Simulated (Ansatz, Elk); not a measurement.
## ZnCu2Se4: X-ray structure factors from the self-consistent density

The structure of ZnCu2Se4 used here is made up (a known structure type with other elements) and was relaxed beforehand with PBE. The aim is the Fourier transform of its all-electron density, F(hkl), set beside the sum over free spherical atoms that refinements use.

Main program and level: Elk 11.2.3 (patched build); DFT, PBE, all-electron APW+lo, Dirac cores, scalar-relativistic bands, static density, no spin.

The structure was built from a prototype and need not be the compound's stable phase.

### 1. The structure

Symmetry: C2/m, No. 12, monoclinic system. Conventional cell: a = 12.036 Å, b = 3.882 Å, c = 6.576 Å, α = 90.00°, β = 119.22°, γ = 90.00°. Se has 3 Cu at 2.49 to 2.70 Å and 2 Zn at 2.59 Å nearest. Nearest to Se lie 3 Cu at 2.49 to 2.61 Å and 1 Zn at 2.68 Å. Nearest to Zn lie 6 Se at 2.59 to 2.68 Å. Nearest to Cu lie 6 Se at 2.49 to 2.70 Å. Farther neighbours and most contacts between anions are not listed.

### 2. Ground state and structure factors

An all-electron density is needed, since X-rays see the cores too. Task 0 finds the density and task 195 Fourier-transforms it; tshift is off so that phases refer to the origin typed.

The input, elk.in:

```
tasks
  0
  195

xctype
  20

spinpol
  .false.

rgkmax
  7.0

gmaxvr
  14.0

lmaxo
  7

lmaxapw
  8

swidth
  0.002

tshift
  .false.

ramdisk
  .false.

hmaxvr
  5.5

maxscl
  120

epspot
  1e-06

sppath
  './'

avec
  11.36514116154 -3.66753450140 -0.41840425002
  11.36514116154 3.66753450140 -0.41840425002
  -5.66358086467 -0.00000000000 11.06225540579

atoms
  3
  'Se.in'
  4
  0.6347295074 0.6347295074 0.9731125986   0.000000 0.000000 0.000000
  0.3652704926 0.3652704926 0.0268874014   0.000000 0.000000 0.000000
  0.8831655654 0.8831655654 0.5338316244   0.000000 0.000000 0.000000
  0.1168344346 0.1168344346 0.4661683756   0.000000 0.000000 0.000000
  'Zn.in'
  1
  -0.0000000000 -0.0000000000 0.0000000000   0.000000 0.000000 0.000000
  'Cu.in'
  2
  0.7340261790 0.7340261790 0.7173932388   0.000000 0.000000 0.000000
  0.2659738210 0.2659738210 0.2826067612   0.000000 0.000000 0.000000

ngridk
  6 6 4
```

Launch:

```
OMP_NUM_THREADS=4 elk
```

Numbers of over 12 decimals in the logs are rounded to 6 here.

Log:

```text
┌─────────────────────────┐
│ Elk code version 11.2.3 │
└─────────────────────────┘

All units are atomic (Hartree, Bohr, etc.)

┌─────────────────────────────────────────────────┐
│ Ground-state run starting from atomic densities │
└─────────────────────────────────────────────────┘

Lattice vectors :
   11.36514116      -3.667534501     -0.4184042500
   11.36514116       3.667534501     -0.4184042500
  -5.663580865      -0.000000000       11.06225541

Reciprocal lattice vectors :
  0.2817337074     -0.8565952556      0.1442401731
  0.2817337074      0.8565952556      0.1442401731
  0.2131185301E-01 -0.2166730351E-17  0.5788952140

Unit cell volume      :    904.8132408
Brillouin zone volume :   0.2741452073

Muffin-tin inner radius fraction :   0.1000000000E-01

Nuclei treated as point charges

Species : 1 (Se)
 parameters loaded from : Se.in
 name : selenium
 nuclear charge    :   -34.00000000
 electronic charge :    34.00000000
 atomic mass :    143935.2749
 muffin-tin radius :    2.329719955
 number of radial points in muffin-tin :    993
 inner part over the whole radius :   0.9904918546E-02
 number on inner part of muffin-tin    :    702
 approximate nuclear radius :   0.7785908700E-04
 number of mesh points to nuclear radius :    343
 atomic positions (lattice), magnetic fields (Cartesian) :
  1 :  -0.36527049 -0.36527049 -0.02688740    0.00000000  0.00000000  0.00000000
  2 :   0.36527049  0.36527049  0.02688740    0.00000000  0.00000000  0.00000000
  3 :  -0.11683443 -0.11683443 -0.46616838    0.00000000  0.00000000  0.00000000
  4 :   0.11683443  0.11683443  0.46616838    0.00000000  0.00000000  0.00000000

Species : 2 (Zn)
 parameters loaded from : Zn.in
 name : zinc
 nuclear charge    :   -30.00000000
 electronic charge :    30.00000000
 atomic mass :    119233.3130
 muffin-tin radius :    2.400000000
 number of radial points in muffin-tin :    993
 inner part over the whole radius :   0.9843840322E-02
 number on inner part of muffin-tin    :    701
 approximate nuclear radius :   0.7484757725E-04
 number of mesh points to nuclear radius :    337
 atomic positions (lattice), magnetic fields (Cartesian) :
  1 :   0.00000000  0.00000000  0.00000000    0.00000000  0.00000000  0.00000000

Species : 3 (Cu)
 parameters loaded from : Cu.in
 name : copper
 nuclear charge    :   -29.00000000
 electronic charge :    29.00000000
 atomic mass :    115837.2717
 muffin-tin radius :    2.329719955
 number of radial points in muffin-tin :    993
 inner part over the whole radius :   0.9980013400E-02
 number on inner part of muffin-tin    :    701
 approximate nuclear radius :   0.7406004541E-04
 number of mesh points to nuclear radius :    337
 atomic positions (lattice), magnetic fields (Cartesian) :
  1 :  -0.26597382 -0.26597382 -0.28260676    0.00000000  0.00000000  0.00000000
  2 :   0.26597382  0.26597382  0.28260676    0.00000000  0.00000000  0.00000000

Total number of atoms per unit cell :    7
Total muffin-tin volume :    375.7037325
 ratio of muffin-tin to unit cell volume :   0.4152279338

Spin treatment :
 spin-unpolarised

Number of Bravais lattice symmetries :    4
Number of crystal symmetries         :    4
Crystal has inversion symmetry
Real symmetric eigensolver will be used

k-point grid :      6     6     4
k-point offset :    0.000000000       0.000000000       0.000000000
k-point set is reduced with full crystal symmetry group
Total number of k-points :       47

Muffin-tin radius times maximum |G+k| :    7.000000000
 using average radius
Maximum |G+k| for APW functions       :    2.991759888
Maximum (1/2)|G+k|²                   :    4.475313613
Maximum |G| for potential and density :    14.00000000
Constant for pseudocharge density :    8
 order of it for each species :   15  15  15
 order of it for pair densities of each species (exact exchange by exxq0 0: 16) :    9  10   9
Radial integration step length :    1

G-vector grid sizes :     54    54    56
Number of G-vectors :    41941

[...]
exchange                    :     -545.84398778757
 correlation                 :     -10.925592289786
 electron entropic           :    -0.27231988912605E-02
 total energy                :     -14828.511941836

Density of states at Fermi energy :    212.4642613
 (states/Hartree/unit cell)

Estimated indirect band gap :   0.5029855552E-03
 from k-point 22 to k-point 29
Estimated direct band gap   :   0.2345345517E-02
 at k-point 30

Charges :
 core                        :    108.0000000
 valence                     :    116.0000000
 interstitial                :    11.19271871
 muffin-tins (core leakage)
  species : 1 (Se)
[...]
species : 2 (Zn)
[...]
species : 3 (Cu)
[...]
total in muffin-tins        :    212.8072813
 total calculated charge     :    223.9974595
 total charge                :    224.0000000
 error                       :   0.2540481147E-02

RMS change in Kohn-Sham potential (target) :   0.4987317014     (  0.1000000000E-05)
Absolute change in total energy (target)   :    1.290864672     (  0.1000000000E-03)

[... loops 3 to 17 left out ...]

┌──────────────────┐
│ Loop number : 18 │
└──────────────────┘

Energies :
 Fermi                       :     0.198373
 sum of occupied eigenvalues :     -8553.7115953687
 electron kinetic            :      15148.830769065
 core electron kinetic       :      13733.003710868
 Coulomb                     :     -29416.877181069
 Coulomb potential           :     -22975.298305255
 nuclear-nuclear             :     -1974.2723071820
 electron-nuclear            :     -31955.594713487
 Hartree                     :      4512.9898395993
 Madelung                    :     -17929.228028442
 xc potential                :     -727.24405917780
 exchange                    :     -548.12153552937
 correlation                 :     -10.946072810058
 electron entropic           :    -0.18560474166899E-02
 total energy                :     -14827.115876392

Density of states at Fermi energy :    142.0577616
 (states/Hartree/unit cell)

Estimated indirect band gap :   0.5688910424E-03
 from k-point 40 to k-point 42
Estimated direct band gap   :   0.4200322362E-02
 at k-point 47

Charges :
 core                        :    108.0000000
 valence                     :    116.0000000
 interstitial                :    10.31637518
 muffin-tins (core leakage)
  species : 1 (Se)
[...]
species : 2 (Zn)
[...]
species : 3 (Cu)
[...]
total in muffin-tins        :    213.6836248
 total calculated charge     :    223.9974879
 total charge                :    224.0000000
 error                       :   0.2512138738E-02

RMS change in Kohn-Sham potential (target) :   0.4098485496E-06 (  0.1000000000E-05)
Absolute change in total energy (target)   :   0.1828289169E-04 (  0.1000000000E-03)

Convergence targets achieved

┌──────────────────┐
│ Loop number : 19 │
└──────────────────┘

Energies :
 Fermi                       :     0.198373
 sum of occupied eigenvalues :     -8553.7115644757
 electron kinetic            :      15148.830792837
 core electron kinetic       :      13733.003717340
 Coulomb                     :     -29416.877188476
 Coulomb potential           :     -22975.298293705
 nuclear-nuclear             :     -1974.2723071820
 electron-nuclear            :     -31955.594738963
 Hartree                     :      4512.9898576699
 Madelung                    :     -17929.228041623
 xc potential                :     -727.24406360778
 exchange                    :     -548.12153635856
 correlation                 :     -10.946072833417
 electron entropic           :    -0.18560468712256E-02
 total energy                :     -14827.115860877

Density of states at Fermi energy :    142.0577192
 (states/Hartree/unit cell)

Estimated indirect band gap :   0.5688946823E-03
 from k-point 40 to k-point 42
Estimated direct band gap   :   0.4200313744E-02
 at k-point 47

Charges :
 core                        :    108.0000000
 valence                     :    116.0000000
 interstitial                :    10.31637439
 muffin-tins (core leakage)
  species : 1 (Se)
[...]
species : 2 (Zn)
   atom 1                    :    28.89406682     (  0.8125545351E-04)
  species : 3 (Cu)
   atom 1                    :    27.98056162     (  0.2316217535E-03)
   atom 2                    :    27.98056162     (  0.2316217535E-03)
 total in muffin-tins        :    213.6836256
 total calculated charge     :    223.9974879
 total charge                :    224.0000000
 error                       :   0.2512139563E-02

┌──────────────────────────────┐
│ Self-consistent loop stopped │
└──────────────────────────────┘

Warning : core states of species 3 leak from the muffin-tin :   0.2316217535E-03

Wrote STATE.OUT
```

Run time: 96 s. Hardware: 4 threads of Intel Xeon Platinum 8488C (Sapphire Rapids), shared host; peak memory 0.31 GiB; 5.4 min of CPU time.

SFACRHO.OUT:

```text

h k l indices transformed by vhmat matrix:
   1.000000000       0.000000000       0.000000000    
   0.000000000       1.000000000       0.000000000    
   0.000000000       0.000000000       1.000000000    

      h      k      l  multipl.   |H|            Re(F)            Im(F)           |F|

      0      0      0      1   0.0000000       224.00000      0.44272084E-15   224.00000    
      0      0      1      2  0.57928738       17.671276     -0.94176046E-14   17.671276    
      1      1     -1      2  0.61503939       17.092641      -0.0000000       17.092641    
      1      1      0      2  0.63302167      -26.433318     -0.70632035E-14   26.433318    
      1      0      0      4  0.91320016       26.079847      -0.0000000       26.079847    
     -1      0      1      4  0.99523865       11.094041      0.47088023E-14   11.094041    
      1      1     -2      2   1.0133993       30.674534     -0.78480039E-14   30.674534    
     -1     -1     -1      2   1.0460914       30.204294      -0.0000000       30.204294    
     -2     -2      1      2   1.1056247       39.788313      -0.0000000       39.788313    
      0      0      2      2   1.1585748       84.973054     -0.10987205E-13   84.973054    
      1      0      1      4   1.1612566      -113.64468     -0.78480039E-14   113.64468    
      1      2     -1      4   1.1974623       69.368612      0.27468013E-14   69.368612    
      2      2     -2      2   1.2300788      -123.11959      0.12753006E-14   123.11959    
      2      2      0      2   1.2660433      -38.954260      0.15696008E-14   38.954260    
      1      2      0      4   1.2788148       51.184182     -0.31392015E-14   51.184182    
      1      0     -2      4   1.3484113       11.131260      0.31392015E-14   11.131260    
      2      1     -2      4   1.3797146       33.869810     -0.31392015E-14   33.869810    
     -1     -1      3      2   1.5319369       1.2052131     -0.94176046E-14   1.2052131
```

Elk indexes on the primitive cell of elk.in and gives |H| = 4π sin θ/λ in inverse bohr. Below, one row stands for each form hkl of the conventional cell (m members, Friedel mates merged), F is for one primitive cell and the density is static (no thermal factor). Free-atom factors are Waasmaier and Kirfel's, and R is Σm||F|−|F'||/Σm|F|.

```
   hkl  m  sin θ/λ (Å⁻¹)  abs F, DFT  neutral atoms   diff.
   001  2          0.087      17.671         17.710  -0.039
2 0 -1  2          0.092      17.093         17.143  -0.050
   200  2          0.095      26.433         26.529  -0.096
   110  4          0.137      26.080         26.165  -0.086
1 1 -1  4          0.150      11.094         11.709  -0.615
2 0 -2  2          0.152      30.674         31.244  -0.570
   201  2          0.157      30.204         30.465  -0.261
4 0 -1  2          0.166      39.788         39.981  -0.192
   002  2          0.174      84.973         84.409  +0.564
   111  4          0.175     113.645        113.819  -0.174
3 1 -1  4          0.180      69.369         68.740  +0.628
4 0 -2  2          0.185     123.120        123.303  -0.183
   400  2          0.190      38.954         38.054  +0.901
   310  4          0.192      51.184         51.447  -0.263
```

### 3. The highest occupied states alone

An energy window below the Fermi level keeps the highest occupied states, to see at which angles they scatter; shallow core shells can lie inside it and anion s states outside. No new self-consistency is needed.

Edit elk.in of step 2 so:

```diff
@@ -1,3 +1,2 @@
 tasks
-  0
   195
@@ -40,2 +39,5 @@
 
+wsfac
+  -0.242620 0.498370
+
 sppath
```

Launch:

```
OMP_NUM_THREADS=4 elk
```

Log:

```text
┌─────────────────────────────────┐
│ Elk code version 11.2.3 started │
└─────────────────────────────────┘

Info(readinput): the functional depends on the density's gradient
 muffin-tin radial points multiplied by    2.00000
 (not where nrmtscf is given)

┌────────────────────┐
│ Current task : 195 │
└────────────────────┘
Info(checkmt): changed muffin-tin radius of species 1 (Se) from   2.4000 to   2.3297
Info(checkmt): changed muffin-tin radius of species 3 (Cu) from   2.4000 to   2.3297

Info(sfacrho): density structure factors written to SFACRHO.OUT

 Energy window :  -0.2426200000      0.4983700000

┌──────────────────┐
│ Elk code stopped │
└──────────────────┘
```

It took 18 s on 4 threads; peak memory 0.2 GiB; 23 s of CPU time.

States within 12 eV below the Fermi level hold 50.00 electrons; any levels below the window count with the cores. Their amplitudes can exceed the total, where window and core parts have opposite phase:

```
   hkl  sin θ/λ (Å⁻¹)  abs F, window  abs F, all
   001          0.087          6.571      17.671
2 0 -1          0.092          9.209      17.093
   200          0.095          8.227      26.433
   110          0.137          7.677      26.080
1 1 -1          0.150         21.146      11.094
2 0 -2          0.152         21.910      30.674
   201          0.157         13.953      30.204
4 0 -1          0.166         11.475      39.788
   002          0.174          1.206      84.973
   111          0.175          9.676     113.645
```

(Continued in part 2 of 2.)

[Logs are printed without paths, hosts, clocks, repeated set-up lines and the standing remarks that a program may print on its own settings, such as how far it seeks lower states.]

[Hosts, paths, dates, database ids (printed as entryN), source tags and the programs' standing remarks are cut or masked in the printed files.]
